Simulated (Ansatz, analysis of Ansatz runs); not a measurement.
# Local vibrational mode of the U centre (hydride ion on a halide site) in LiF (PBE)

Subject: U centre (hydride ion on a halide site) in LiF. Wanted: its local vibrational mode, in one set-up (PBE, 32-site cell, PBE lattice, 420 eV, k: the single point 1/4 1/4 1/4, SCF cut short). The model is a cell of 32 host atoms with 1 F taken out and 1 H put in. The frequencies come from force constants among the defect atom and its neighbours, with the masses of the isotopes named.

What was measured. Threefold local mode of H-: 1024 cm⁻¹, by infrared absorption (4.2-77 K) (quoted in “Electronic Absorption and Internal and External Vibrational Data of Atomic and Molecular Ions Doped in Alkali Halide Crystals (NSRDS-NBS 52)”, 1974, S. C. Jain, A. V. R. Warrier, S. K. Agarwal, quoting earlier work (1969)). Threefold local mode of D-: 746 cm⁻¹, by infrared absorption (4.2-77 K) (quoted in “Electronic Absorption and Internal and External Vibrational Data of Atomic and Molecular Ions Doped in Alkali Halide Crystals (NSRDS-NBS 52)”, 1974, S. C. Jain, A. V. R. Warrier, S. K. Agarwal, quoting earlier work (1969)).

Calculated with Ansatz 0.2.0; plane-wave PAW DFT, PBE; relaxation of all atoms of a defect supercell.

**1. The structure**

The cell holds 32 atoms: 16 Li, 15 F and 1 H. Cell: a = 7.044 Å, b = 7.044 Å, c = 7.044 Å, α = 109.5°, β = 109.5°, γ = 109.5°. It derives from LiF (space group Fm-3m). Nearest the centre at fractional (0.500, 0.500, 0.500): H27 at 0.00 Å, Li7 at 2.03 Å, Li12 at 2.03 Å, Li6 at 2.03 Å, Li16 at 2.03 Å, Li15 at 2.03 Å, Li10 at 2.03 Å, F30 at 2.88 Å.

The host's primitive cell comes from a first run (plane-wave PAW DFT, PBE; relaxation of the host's cell and atoms): vectors of 2.876, 2.876 and 2.876 Å. That is 8.41 Å³ an atom, 2.9 % over the diffraction cell's volume. The supercell is built on it.

**2. Relaxation, charge 0**

Every later number rests on the structure around the defect, so the atoms are relaxed at the host's lattice first.

File relax/input.yaml:

```yaml
relax:
  f_tol: 0.01
  max_steps: 80
  escape_saddle: false
crystal:
  lattice:
    - [-4.06712876, 4.06712876, 4.06712876]
    - [4.06712876, -4.06712876, 4.06712876]
    - [4.06712876, 4.06712876, -4.06712876]
  atoms:
    - { symbol: Li, position: [0.0, 0.0, 0.0] }
    - { symbol: Li, position: [0.0, 0.25, 0.75] }
    - { symbol: Li, position: [0.0, 0.5, 0.5] }
    - { symbol: Li, position: [0.0, 0.75, 0.25] }
    - { symbol: Li, position: [0.25, 0.0, 0.75] }
    - { symbol: Li, position: [0.25, 0.25, 0.5] }
    - { symbol: Li, position: [0.25, 0.5, 0.25] }
    - { symbol: Li, position: [0.25, 0.75, 0.0] }
    - { symbol: Li, position: [0.5, 0.0, 0.5] }
    - { symbol: Li, position: [0.5, 0.25, 0.25] }
    - { symbol: Li, position: [0.5, 0.5, 0.0] }
    - { symbol: Li, position: [0.5, 0.75, 0.75] }
    - { symbol: Li, position: [0.75, 0.0, 0.25] }
    - { symbol: Li, position: [0.75, 0.25, 0.0] }
    - { symbol: Li, position: [0.75, 0.5, 0.75] }
    - { symbol: Li, position: [0.75, 0.75, 0.5] }
    - { symbol: F, position: [0.0, 0.0, 0.5] }
    - { symbol: F, position: [0.0, 0.25, 0.25] }
    - { symbol: F, position: [0.0, 0.5, 0.0] }
    - { symbol: F, position: [0.0, 0.75, 0.75] }
    - { symbol: F, position: [0.25, 0.0, 0.25] }
    - { symbol: F, position: [0.25, 0.25, 0.0] }
    - { symbol: F, position: [0.25, 0.5, 0.75] }
    - { symbol: F, position: [0.25, 0.75, 0.5] }
    - { symbol: F, position: [0.5, 0.0, 0.0] }
    - { symbol: F, position: [0.5, 0.25, 0.75] }
    - { symbol: H, position: [0.5, 0.5, 0.5] }
    - { symbol: F, position: [0.5, 0.75, 0.25] }
    - { symbol: F, position: [0.75, 0.0, 0.75] }
    - { symbol: F, position: [0.75, 0.25, 0.5] }
    - { symbol: F, position: [0.75, 0.5, 0.25] }
    - { symbol: F, position: [0.75, 0.75, 0.0] }
basis:
  ecutwfc: 420
  xc_grid: 2
hamiltonian:
  xc: pbe
kpoints:
  mp_grid: { grid: [1, 1, 1], shift: [0.25, 0.25, 0.25] }
scf:
  occupations: { method: fermi_dirac, width: 0.01 }
  max_iter: 3
output:
  forces: true
checkpoint:
  write: "../relax.run"
  compress: false
  write_wavefunctions: true
  write_every: 100000
```

Started as:

```sh
$ ansatz run input.yaml --threads 2 --pin off --max-ram 3768MiB --backend cpu --events-out ev --progress --plain --runs-dir out
```

Numbers of over 12 decimals in the logs are rounded to 6 here.

Output:

```text
[... repeated set-up lines and file paths are left out, and long positions are rounded to six places ...]
Engine: ansatz 0.2.0, aarch64-unknown-linux-gnu
Pseudopotentials: kind: paw
Pseudopotential: Li, paw, valence charge 3, recommended cutoff 420 eV (normal), Li.paw.azcp
Pseudopotential: F, paw, valence charge 7, recommended cutoff 420 eV (normal), F.paw.azcp
Pseudopotential: H, paw, valence charge 1, recommended cutoff 420 eV (normal), H.paw.azcp
Functional definition: PBE
  parameter kappa = 0.804
  parameter beta = 0.066725
  exchange = pbe_x(kappa = kappa, mu = beta*pi^2/3)
  correlation = pbe_c(beta = beta)
Crystal: 32 atoms, lattice volume = 269.106 Å³
Basis set: ecut = 420 eV, 5281 PW (Γ), exchange–correlation on 96×96×96 points (8 copies of the dense FFT grid, shifted against one another)
Bands: 109, of which v1, the nominal top of the filled ones, is band 77 counted from 1 (76 counted from 0)
Symmetry: 48 space group operations
Space group: Im-3m (ITA 229), of the structure as read, at distance tolerance 6.5e-5 Å
k-points: 1
Non-local potential: Li, projectors of the file, l = 0: 3, l = 1: 2, l = 2: 1
Non-local potential: F, projectors of the file, l = 0: 2, l = 1: 2, l = 2: 1
Non-local potential: H, projectors of the file, l = 0: 2, l = 1: 1
PAW form: soft (Blöchl's): semilocal exchange-correlation on the pseudo side does not see the compensation charge
PAW one-centre angular grid: Li, 110 points (default); XC on 64 Gauss nodes
PAW one-centre angular grid: F, 110 points (default); XC on 64 Gauss nodes
PAW one-centre angular grid: H, 110 points (default); XC on 64 Gauss nodes
Initial density: superposition of atomic densities (neutral atoms: chi_scale 0, normalization atom), corrected by the library's trained network
Initial wavefunctions: pseudopotential atomic-orbital guess
Functional: x = pbe(κ = 0.804, μ = 0.219515), c = pbe(β = 0.066725)
SCF iter   1: F=—  HF=-15463.882091 eV  |F-HF|=—  |Δ(HF+E_count)|=         —  Δρ=9.75e-4  dr2=1.95e-3  ethr=1.77e-3  ⟨swp⟩=1.0  Hψ=587  notcnv=0
preconditioner: auto → Resta (q_TF=auto, 2.486 Å⁻¹)  ε∞=2.6  [insulator: Δε(μ)=7.766 eV  Ē_g=19.527 eV  σ=0.010 eV  W_gap=1.00  n_scr=78 (ndim 8)  ℏωp=25.0 eV  f_vac=0.000  D(μ)=0.00/eV (n_scr^D=0)  ε∞_Penn≈2.6]
SCF iter   2: F=—  HF=-15463.882686 eV  |F-HF|=—  |Δ(HF+E_count)|=   5.95e-4  Δρ=4.47e-4  dr2=3.14e-4  ethr=1.26e-6  ⟨swp⟩=1.0  Hψ=263  notcnv=0
SCF iter   3: F=—  HF=-15463.883116 eV  |F-HF|=—  |Δ(HF+E_count)|=   4.30e-4  Δρ=1.81e-4  dr2=8.65e-5  ethr=2.04e-7  ⟨swp⟩=1.0  Hψ=243  notcnv=0
Error: did not converge after 3 iterations: dr2 = 8.65e-5 (threshold 2.50e-6), under the density mixer `msr1`, which `scf.mixing.algorithm: auto` chose by the deck's other keys (type `scf.mixing.algorithm: msr1` to keep it); [...]
```

The job ended after 0.95 s (2 threads of Arm Neoverse V1, shared host; peak memory 0.43 GiB).

The column dr2 measures how far the density is from self-consistency, as an energy; F and HF (Harris–Foulkes) agree once it is small.

The run stopped without converging, so none of its numbers is a property of the system.

The program's message: “Error: did not converge after 3 iterations: dr2 = 8.65e-5 (threshold 2.50e-6), under the density mixer `msr1`, which `scf.mixing.algorithm: auto` chose by the deck's other keys (type `scf.mixing.algor …”

**3. Outcome**

The local vibrational mode was not obtained, because the step “relaxation, charge 0” did not converge; the cause lies in the set-up: too few SCF iterations.

[Logs are printed without paths, hosts, clocks, repeated set-up lines and the standing remarks that a program may print on its own settings, such as how far it seeks lower states.]

[Hosts, paths, dates, database ids (printed as entryN), source tags and the programs' standing remarks are cut or masked in the printed files.]

[For some hosts the program warned that the k-mesh of the response run may be too coarse for force constants and the static dielectric constant; such warnings are not shown here.]
